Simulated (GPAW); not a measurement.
# Cl/Au(100) in an electric field, part 2 of 2

Aim: the dipole that a field along the normal induces in Cl/Au(100).

GPAW 26.7.0; GPAW, PAW setups; slab in vacuum.

So far, upper work function (eV): step 2 (relaxing the atoms) 6.56; step 3 (plane waves, PBE) 6.56.

### 6. Field on

File run.py:

```python
import json
import numpy as np
from ase import Atoms
from gpaw import GPAW, PW
from gpaw.external import ConstantElectricField

slab = Atoms(
    ['Au', 'Au', 'Au', 'Au', 'Cl'],
    positions=[
        [1.44250, 1.44250, 9.00000],
        [0.00000, 0.00000, 11.04000],
        [1.44250, 1.44250, 13.21145],
        [0.00000, 0.00000, 15.35266],
        [1.44250, 1.44250, 17.45264]],
    cell=[[2.885, 0.0, 0.0], [0.0, 2.885, 0.0], [0.0, 0.0, 25.5634]],
    pbc=[True, True, False])

slab.calc = GPAW(mode=PW(400), xc='PBE', kpts={'size': (11, 11, 1), 'gamma': True},
                 occupations={'name': 'fermi-dirac', 'width': 0.1}, nbands='140%',
                 convergence={'density': 1e-05}, maxiter=200,
                 poissonsolver={'dipolelayer': 'xy'},
                 external=ConstantElectricField(-0.05, [0, 0, 1]),
                 symmetry={'tolerance': 1e-3}, txt='slab.txt')
result = {}
energy = slab.get_potential_energy()
fermi = slab.calc.get_fermi_level()
v = slab.calc.get_electrostatic_potential().mean((0, 1)) - fermi
n = slab.calc.get_pseudo_density().mean((0, 1))
L = slab.cell[2, 2]
z = np.arange(len(v)) * L / len(v)
low, high = slab.positions[:, 2].min(), slab.positions[:, 2].max()
below, above = np.interp([low - 6.8, high + 6.8], z, v)
slopes = [np.interp(x, z, np.gradient(v, z)) for x in (low - 6.8, high + 6.8)]
eps = np.array([[slab.calc.get_eigenvalues(k, s) for k in range(len(slab.calc.get_ibz_k_points()))]
                for s in range(slab.calc.get_number_of_spins())]) - fermi
top, bottom = eps[eps < 0].max(), eps[eps > 0].min()
dipole = slab.get_dipole_moment()[2]
print(f'energy {energy:.4f} eV, Fermi level {fermi:.4f} eV, dipole {dipole:.5f} e A')
print(f'potential 6.8 A off the faces, from the Fermi level: lower {below:.4f} eV, upper {above:.4f} eV')
print(f'slope of the potential there: lower {slopes[0]:.5f}, upper {slopes[1]:.5f} eV/A')
print(f'nearest levels on the mesh: {top:.4f} and {bottom:.4f} eV')
print('magnetic moment', round(slab.get_magnetic_moment(), 3))
result.update(energy=energy, fermi=fermi, dipole=dipole, below=below, above=above, slopes=slopes, edges=[top, bottom],
              z=z.tolist(), v=v.tolist(), n=n.tolist(), positions=slab.positions.tolist(),
              forces=slab.get_forces(apply_constraint=False).tolist(), moments=slab.get_magnetic_moments().tolist())
json.dump(result, open('result.json', 'w'))
```

Run with:

```console
$ OMP_NUM_THREADS=1 OPENBLAS_NUM_THREADS=1 python run.py
```

The program printed:

```text
energy -13.2355 eV, Fermi level 0.0866 eV, dipole -0.09404 e A
potential 6.8 A off the faces, from the Fermi level: lower 4.7957 eV, upper 6.8401 eV
slope of the potential there: lower 0.00004, upper -0.00002 eV/A
nearest levels on the mesh: -0.0230 and 0.0144 eV
magnetic moment 0.0
```

The job ended after 2.3 min (1 thread of Intel Xeon Platinum 8488C (Sapphire Rapids), shared host; peak memory 0.39 GiB).

The electrostatic potential energy of an electron (without an applied field's), less the Fermi level, planar mean oscillates, so the rows of the table below give means over windows of 2.13 Å about each position, cut where the curve ends. Its maxima inside the range that stand out by 2 % of the span (Å: eV): 10.0: -1.49, 12.1: -0.343, 14.3: -0.262, 16.5: 1.51, 22.9: 6.84. Its minima: 9.1: -19.5, 11.1: -19.8, 13.2: -19.7, 15.3: -19.4, 17.5: -18.4.

The electrostatic potential energy of an electron (without an applied field's), less the Fermi level, planar mean by z; means over each step:

| z (Å) | electrostatic potential energy of an electron (without an applied field's), less the Fermi level, planar mean (eV) |
| --- | --- |
| 1.06 | 4.89 |
| 3.19 | 4.80 |
| 5.32 | 4.79 |
| 7.46 | 2.29 |
| 9.58 | -9.81 |
| 11.71 | -9.00 |
| 13.84 | -8.95 |
| 15.97 | -7.73 |
| 18.11 | -2.73 |
| 20.23 | 6.82 |
| 22.36 | 6.84 |
| 24.50 | 6.79 |

### 7. Field on

run.py: that of step 6 with these lines changed.

```diff
@@ -21,3 +21,3 @@
                  poissonsolver={'dipolelayer': 'xy'},
-                 external=ConstantElectricField(-0.05, [0, 0, 1]),
+                 external=ConstantElectricField(0.05, [0, 0, 1]),
                  symmetry={'tolerance': 1e-3}, txt='slab.txt')
```

The program printed:

```text
energy -13.2285 eV, Fermi level 0.0978 eV, dipole -0.04440 e A
potential 6.8 A off the faces, from the Fermi level: lower 5.3163 eV, upper 6.2814 eV
slope of the potential there: lower 0.00003, upper -0.00001 eV/A
nearest levels on the mesh: -0.0202 and 0.0172 eV
magnetic moment 0.0
```

Run time: 2.7 min. Hardware: 1 thread; peak memory 0.39 GiB.

### 8. In a field

run.py: that of step 7 with these lines changed.

```diff
@@ -21,3 +21,3 @@
                  poissonsolver={'dipolelayer': 'xy'},
-                 external=ConstantElectricField(0.05, [0, 0, 1]),
+                 external=ConstantElectricField(0.1, [0, 0, 1]),
                  symmetry={'tolerance': 1e-3}, txt='slab.txt')
```

The program printed:

```text
energy -13.2268 eV, Fermi level 0.1031 eV, dipole -0.01954 e A
potential 6.8 A off the faces, from the Fermi level: lower 5.5776 eV, upper 6.0023 eV
slope of the potential there: lower 0.00002, upper 0.00000 eV/A
nearest levels on the mesh: -0.0189 and 0.0185 eV
magnetic moment 0.0
```

It took 2.4 min on 1 thread; peak memory 0.39 GiB.

The electrostatic potential energy of an electron (without an applied field's), less the Fermi level, planar mean oscillates, so the rows of the table below give means over windows of 2.13 Å about each position, cut where the curve ends. Its maxima inside the range that stand out by 2 % of the span (Å: eV): 10.0: -1.08, 12.1: -0.248, 14.3: -0.486, 16.5: 0.954. Its minima: 9.1: -18.9, 11.1: -19.5, 13.2: -19.7, 15.3: -19.7, 17.5: -19.1.

Table of electrostatic potential energy of an electron (without an applied field's), less the Fermi level, planar mean by z; means over each step:

z (Å), electrostatic potential energy of an electron (without an applied field's), less the Fermi level, planar mean (eV) and a bar from the least value:
```
     1.06        5.6 #############################
     3.19        5.6 #############################
     5.32        5.6 #############################
     7.46        3.0 ########################
     9.58       -9.3 
    11.71       -8.8 #
    13.84       -9.1 
    15.97       -8.2 ##
    18.11       -3.5 ###########
    20.23        6.0 ##############################
    22.36        6.0 ##############################
    24.50        6.0 ##############################
```

The dipole is now -0.0195 e Å, against -0.069 in the run without a field.

### 9. In a field

run.py: that of step 8 with these lines changed.

```diff
@@ -21,3 +21,3 @@
                  poissonsolver={'dipolelayer': 'xy'},
-                 external=ConstantElectricField(0.1, [0, 0, 1]),
+                 external=ConstantElectricField(0.2, [0, 0, 1]),
                  symmetry={'tolerance': 1e-3}, txt='slab.txt')
```

The program printed:

```text
energy -13.2273 eV, Fermi level 0.1132 eV, dipole 0.03021 e A
potential 6.8 A off the faces, from the Fermi level: lower 6.1014 eV, upper 5.4445 eV
slope of the potential there: lower 0.00004, upper 0.00001 eV/A
nearest levels on the mesh: -0.0163 and 0.0211 eV
magnetic moment 0.0
```

It took 2.3 min on 1 thread; peak memory 0.39 GiB.

The dipole is now 0.0302 e Å, against -0.069 in the run without a field.

### 10. Field on

run.py: that of step 9 with these lines changed.

```diff
@@ -21,3 +21,3 @@
                  poissonsolver={'dipolelayer': 'xy'},
-                 external=ConstantElectricField(0.2, [0, 0, 1]),
+                 external=ConstantElectricField(0.3, [0, 0, 1]),
                  symmetry={'tolerance': 1e-3}, txt='slab.txt')
```

The program printed:

```text
energy -13.2327 eV, Fermi level 0.1224 eV, dipole 0.08001 e A
potential 6.8 A off the faces, from the Fermi level: lower 6.6272 eV, upper 4.8877 eV
slope of the potential there: lower 0.00001, upper 0.00003 eV/A
nearest levels on the mesh: -0.0136 and 0.0238 eV
magnetic moment 0.0
```

The job ended after 2.9 min (1 thread; peak memory 0.38 GiB).

The dipole is now 0.0800 e Å, against -0.069 in the run without a field.

### 11. The series

The members are put on one axis.

This step: induced dipole against applied field (GPAW 26.7.0).

The dipole along the normal by field:

| field (V/Å) | dipole along the normal (e·Å) |
| --- | --- |
| -0.200 | -0.168 |
| -0.100 | -0.119 |
| -0.050 | -0.0940 |
| 0.000 | -0.0695 |
| 0.050 | -0.0444 |
| 0.100 | -0.0195 |
| 0.200 | 0.0302 |
| 0.300 | 0.0800 |

### 12. A changed run

One more run, with changed settings.

This step: GPAW, PAW setups; slab in vacuum (GPAW 26.7.0).

run.py: that of step 10 with these lines changed.

```diff
@@ -3,4 +3,3 @@
 from ase import Atoms
-from gpaw import GPAW, PW
-from gpaw.external import ConstantElectricField
+from gpaw import GPAW
 
@@ -17,7 +16,6 @@
 
-slab.calc = GPAW(mode=PW(400), xc='PBE', kpts={'size': (11, 11, 1), 'gamma': True},
+slab.calc = GPAW(mode='fd', h=0.4, xc='PBE', kpts={'size': (11, 11, 1), 'gamma': True},
                  occupations={'name': 'fermi-dirac', 'width': 0.1}, nbands='140%',
-                 convergence={'density': 1e-05}, maxiter=200,
+                 convergence={'density': 1e-05}, maxiter=50,
                  poissonsolver={'dipolelayer': 'xy'},
-                 external=ConstantElectricField(0.3, [0, 0, 1]),
                  symmetry={'tolerance': 1e-3}, txt='slab.txt')
```

The program printed:

```text
energy -11.9190 eV, Fermi level -5.7910 eV, dipole -0.06699 e A
potential 6.8 A off the faces, from the Fermi level: lower 5.0628 eV, upper 6.5193 eV
slope of the potential there: lower 0.00000, upper 0.00000 eV/A
nearest levels on the mesh: -0.0807 and 0.0029 eV
magnetic moment 0.0
```

Run time: 48 s. Hardware: 1 thread; peak memory 0.21 GiB.

The run finished. A setting was moved off its sound value on purpose, so it serves as a test and not as the result.

The fault put into the input: a grid far too coarse (mode = "fd" and h = 0.4).

The two runs compared:

| quantity | this run | sound run | difference |
| --- | --- | --- | --- |
| dipole along the normal (e·Å) | -0.066989 | -0.069463 | 0.00247 |
| upper work function (eV) | 6.5193 | 6.5607 | -0.0414 |
| lower work function (eV) | 5.0628 | 5.0557 | 0.00707 |

The two runs differ clearly in the upper work function: 6.52 eV against 6.56 eV.

### 13. Results

| Item | Value |
| --- | --- |
| work function, upper and lower face | 6.561 and 5.056 eV |
| dipole along the normal | -0.0695 e Å |
| induced dipole per field | 0.497 e Å per V/Å |
| out-of-plane polarisability per area, α/(ε0 A) | 10.8 Å |

In words: The field induces 0.497 e Å per V/Å, a polarisable thickness α/(ε0 A) of 10.8 Å beside 8.45 Å between the outermost nuclei. A perfect conductor would give the distance between its two image planes; a dielectric of thickness t gives t(1 - 1/ε). The two faces differ by 1.5 eV, the step that the slab's dipole makes (e p/(ε0 A) gives 1.5 eV), so the dipole layer is needed. The induced dipole is linear in the field over this range. The cell of 8.32 Å² holds one Cl, started on one chosen site; other sites and coverages weren't tried. The in-plane lattice was kept as typed, which isn't the functional's own and leaves some strain; spin-orbit coupling and temperature are left out.

[Logs are printed without paths, hosts, clocks, repeated set-up lines and the standing remarks that a program may print on its own settings, such as how far it seeks lower states.]

[Hosts, paths, dates, database ids (printed as entryN), source tags and the programs' standing remarks are cut or masked in the printed files.]
